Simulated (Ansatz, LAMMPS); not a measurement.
# Amorphous Si0.7Ge0.3 (120 atoms) under strain: runs compared

How stiff is amorphous Si0.7Ge0.3 (120 atoms), and how do its levels respond to strain?

Computed with Ansatz 0.2.0: Kohn-Sham DFT, PBE, PAW (set soft_1), plane waves.

## Step 1: The cell as built

The cell holds 120 atoms: 84 Si and 36 Ge. Cell: a = 13.770 Å, b = 13.770 Å, c = 13.770 Å, α = 90.0°, β = 90.0°, γ = 90.0°. 120 atoms (84 Si, 36 Ge) placed at random at 3.16 g/cm³, melted at 3500 K for 10 ps at fixed volume with the Tersoff potential (Tersoff, Phys. Rev. B 39, 5566 (1989)). Quenched from 3500 K to 700 K at 10 K/ps and fixed volume, held 5 ps, then minimised at fixed cell.

Limits known from the start: The quench rate of 10 K/ps is many orders above laboratory rates, so the cell is likely richer in defects and strain than a real sample. The starting topology of bonds comes from the classical model, and needn't be the one that DFT or experiment would give. Sampling is at Γ alone.

## Step 2: The reference run

The reference is a single point at the end of the relaxation.

Every strained cell starts from the geometry of this run, and its atoms are relaxed with the cell held.

Its input, with most atom lines left out:

```yaml
crystal:
  lattice:
    - [13.5678, 0.13541, -0.01078]
    - [0.13541, 13.76284, 0.22096]
    - [-0.01078, 0.22096, 13.87737]
  atoms:
    - { symbol: Si, position: [0.05812, 0.00343, 0.48415] }
    - { symbol: Si, position: [0.50152, 0.31231, 0.39582] }
    - { symbol: Si, position: [0.18128, 0.32345, 0.65754] }
    - { symbol: Si, position: [0.59504, 0.05523, 0.44691] }
    - { symbol: Si, position: [0.00769, 0.9553, 0.78804] }
    - { symbol: Si, position: [0.26547, 0.66473, 0.89793] }
    - { symbol: Si, position: [0.35868, 0.01168, 0.59436] }
    [... atom lines 8 to 120 left out ...]
kpoints:
  mp_grid: { grid: [1, 1, 1] }
hamiltonian:
  xc: pbe
  pseudopotentials: { kind: paw, azcp: { folder: soft_1 } }
scf:
  occupations: { method: gaussian, width: 0.05 }
output:
  forces: true
  stress: true
  populations: true
  dos:
    method: { smearing: { sigma: 0.1 } }
    de: 0.1
    projected: { site_lists: { Ge: [Ge], Si: [Si] } }
  eigenvalues: true
  write_density: true
  write_potential: true
  volumetric_format: npy
  elf: true
```

- free energy per atom: -1733.3627 eV/atom
- r.m.s. force component: 0.00579 eV/Å
- pressure: 0.002974 GPa

Filled and empty levels are parted by 0.196 eV (at Γ alone); a semilocal functional tends to put such gaps too low. In a disordered cell it changes from sample to sample, and tail or defect levels can set it.

## Step 3: The runs

Each row is one run, on 4 threads of Intel Xeon Platinum 8488C (Sapphire Rapids), shared host. The free energy is the program's total, comparable only between runs with the same functional, potentials and atoms.

| run | atoms | outcome | ionic steps, all passes | free energy (eV) | time | host memory (GiB) |
| --- | --- | --- | --- | --- | --- | --- |
| Single point at the start | 120 | converged | - | -208000.470 | 30 s | 3.7 |
| Cell and atoms relaxed | 120 | converged | 9 | -208003.527 | 3.8 min | 3.8 |
| Single point at the relaxed geometry | 120 | converged | - | -208003.527 | 43 s | 3.8 |
| Volume -3 % | 120 | converged | 3 | -208003.034 | 87 s | 3.7 |
| Volume +3 % | 120 | converged | 2 | -208003.075 | 66 s | 3.9 |
| Volume -6 % | 120 | converged | 7 | -208001.474 | 3 min | 3.6 |
| Volume +6 % | 120 | converged | 14 | -208002.012 | 6.1 min | 4.0 |
| Volume -10 % | 120 | converged | 14 | -207997.843 | 5.1 min | 3.5 |
| Stretched by 1 % along x | 120 | converged | 2 | -208003.436 | 58 s | 3.8 |
| Compressed by 1 % along x | 120 | converged | 3 | -208003.434 | 80 s | 3.8 |
| Sheared by 2 % in xy | 120 | converged | 3 | -208003.403 | 81 s | 3.8 |

In some runs the program notes that the SCF threshold is loose for the stress.

## Step 4: Pressure against volume

Atoms are relaxed at each volume, in the scaled cell.

| volume change (%) | volume (Å³/atom) | energy change (meV/atom) | pressure (GPa) | largest move on relaxing (Å) | bonds | gap (eV) |
| --- | --- | --- | --- | --- | --- | --- |
| -10 | 19.428 | 47.36 | 7.74 | 1.09 | 245 | 0.260 |
| -6 | 20.292 | 17.10 | 4.41 | 0.25 | 242 | 0.218 |
| -3 | 20.939 | 4.10 | 2.09 | 0.05 | 242 | 0.199 |
| +0 | 21.587 | 0.00 | 0.00 | - | 242 | 0.196 |
| +3 | 22.234 | 3.76 | -1.86 | 0.05 | 241 | 0.187 |
| +6 | 22.882 | 12.62 | -3.24 | 0.68 | 241 | 0.314 |

## Step 5: Uniaxial strain and shear

Stress (GPa, compression positive) less that of the relaxed cell, atoms relaxed:

| strain | xx | yy | zz | xy | energy change (meV/atom) |
| --- | --- | --- | --- | --- | --- |
| stretched by 1 % along x | -1.228 | -0.364 | -0.345 | -0.040 | 0.76 |
| compressed by 1 % along x | 1.155 | 0.416 | 0.387 | 0.029 | 0.77 |
| sheared by 2 % in xy | -0.055 | 0.056 | 0.054 | -0.771 | 1.03 |

## Step 6: Outcome

The bulk modulus, from the slope of pressure against ln V over the three points nearest the relaxed volume, is 65.8 GPa; a quadratic over all points gives a pressure derivative of about 3.1. The count of bonds runs from 241 to 245 over the series, so at some points contacts cross the cutoffs. At -10 % and +6 % some atom moved by over 0.5 Å on relaxing, so those points may sit in another local minimum. The gap goes from 0.260 eV at the smallest volume to 0.314 eV at the largest, not monotonically (lowest 0.187, highest 0.314 eV), on the run's k-points. In the Cartesian axes of the cell, finite differences give C11 = 119, C12 = 39.0, C13 = 36.6 and C66 = 38.6 GPa (the shear of 2 % is the engineering strain, εxy = 0.01). The mean of C11, C12 and C13, which equals the bulk modulus in a cubic or isotropic solid, is 64.9 GPa: it agrees with the bulk modulus within 10 %. For an isotropic solid C66 would equal (C11 − C12)/2 = 40.1 GPa; so small a sample needn't be isotropic, and C66 rests on one shear. With the bulk modulus and C66 as K and G, Young's modulus would be about 97 GPa and Poisson's ratio 0.25.

Caveats: Strains are finite and relaxations stop at the force tolerance of the input, which can leave moduli too stiff; they are those of a static cell at zero temperature. Volumes are changed with the cell's shape held, so in an anisotropic solid the modulus lies over the one under free hydrostatic load. The program notes that the SCF threshold of the relaxations is loose for the stress.

The DFT runs together took 25 min of wall time.

[Logs are printed without paths, hosts, clocks, repeated set-up lines and the standing remarks that a program may print on its own settings, such as how far it seeks lower states.]

[Hosts, paths, dates, database ids (printed as entryN), source tags and the programs' standing remarks are cut or masked in the printed files.]
